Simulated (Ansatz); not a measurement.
# Surface energy of W: 8 faces compared

Which of these faces of W costs least, and does the order hold when functional or mesh changes?

Calculated with Ansatz 0.2.0: Kohn-Sham DFT, PBE, PAW (set soft_2), plane waves; cutoff 420 eV, fermi-dirac smearing of 0.1 eV. Each cell was relaxed with PBE at fixed cell edges, then solved at the other levels. Its free energy less that of as many atoms of bulk W (16.155 Å³ an atom, mesh 17×17×17) is divided by the area of its two faces. Cutoffs: 420 eV for PBE and PBEsol; 500 eV for r2SCAN.

W(110), as built: Slab of W cut on (1 1 0), 11.3 Å thick, 2 x 2 surface cells, both faces free, 15 Å of vacuum; not relaxed. Lattice constants are starting values near those of PBE.

W(321), as built: Slab of W cut on (3 2 1), 11.9 Å thick, 2 x 1 surface cells, both faces free, 15 Å of vacuum; not relaxed. Lattice constants are starting values near those of PBE.

**Cells**

| cell | atoms | area (Å²) | k-mesh | gain on relaxing (J/m²) | neighbours missing (per Å²) | work function (eV) |
| --- | --- | --- | --- | --- | --- | --- |
| W(110) | 24 | 28.69 | 7×7×1 (relaxed on 5×5×1) | 0.070 | 0.558 | 4.78 |
| W(211) | 20 | 24.85 | 7×8×1 (relaxed on 4×5×1) | 0.286 | 0.644 | 4.35 |
| W(321) | 30 | 37.96 | 7×5×1 (relaxed on 5×3×1) | 0.226 | 0.632 | 4.43 |
| W(221) | 24 | 30.43 | 8×8×1 (relaxed on 6×6×1) | 0.271 | 0.657 | 4.29 |
| W(311) | 28 | 33.64 | 5×11×1 (relaxed on 3×7×1) | 0.318 | 0.654 | 4.07 |
| W(210) | 36 | 45.37 | 5×6×1 (relaxed on 3×4×1) | 0.220 | 0.617 | 4.27 |
| W(310) | 26 | 32.08 | 6×7×1 (relaxed on 4×5×1) | 0.299 | 0.623 | 4.08 |
| W(100) | 32 | 40.58 | 6×6×1 (relaxed on 4×4×1) | 0.267 | 0.591 | 4.10 |

Neighbours are counted within 3.31 Å in the cell as cut, where a bulk atom has 14; the deficit is per area of both faces. The work function is the vacuum level over the Fermi level.

**Surface energy**

In J/m²:

| cell | PBE | PBE, denser mesh | r2SCAN | PBEsol |
| --- | --- | --- | --- | --- |
| W(110) | 3.234 | 3.241 | 3.521 | 3.545 |
| W(211) | 3.453 | 3.454 | 3.745 | 3.775 |
| W(321) | 3.517 | 3.517 | 3.818 | 3.841 |
| W(221) | 3.596 | 3.597 | 3.897 | 3.919 |
| W(311) | 3.666 | 3.665 | 3.985 | 4.005 |
| W(210) | 3.704 | 3.705 | 4.027 | 4.030 |
| W(310) | 3.737 | 3.737 | 4.053 | 4.064 |
| W(100) | 3.978 | 3.976 | 4.352 | 4.289 |

**Findings**

With PBE the lowest is W(110) (3.23 J/m²) and the highest W(100) (3.98 J/m²), a ratio of 1.23. PBE on a denser mesh shifts the values by -0.00 to +0.01 J/m² over 8 cells and reverses no pair. r2SCAN shifts the values by +0.29 to +0.37 J/m² over 8 cells and reverses no pair. PBEsol shifts the values by +0.31 to +0.34 J/m² over 8 cells and reverses no pair. A pair counts as reversed only if it differs by over 0.02 J/m² at both levels. The energy does not follow the count of missing neighbours per area (correlation +0.18). The work function runs from 4.07 eV on W(311) to 4.78 eV on W(110).

Limits: The lattice constant is the typed one for every functional. Cells and bulk are sampled on unlike meshes, and thin cells carry size effects; differences of a few hundredths of a J/m² aren't resolved. No reconstruction was sought. Work functions of thin slabs are sensitive to thickness and mesh. These are free energies under a smearing of 0.1 eV, whose entropy term isn't removed. Spin–orbit coupling is left out, which matters for the levels of the heavy elements. In some runs the program notes that the exchange-correlation potential is rough where the density is thin and positions were snapped to a detected symmetry.

[Hosts, paths, dates, database ids (printed as entryN), source tags and the programs' standing remarks are cut or masked in the printed files.]
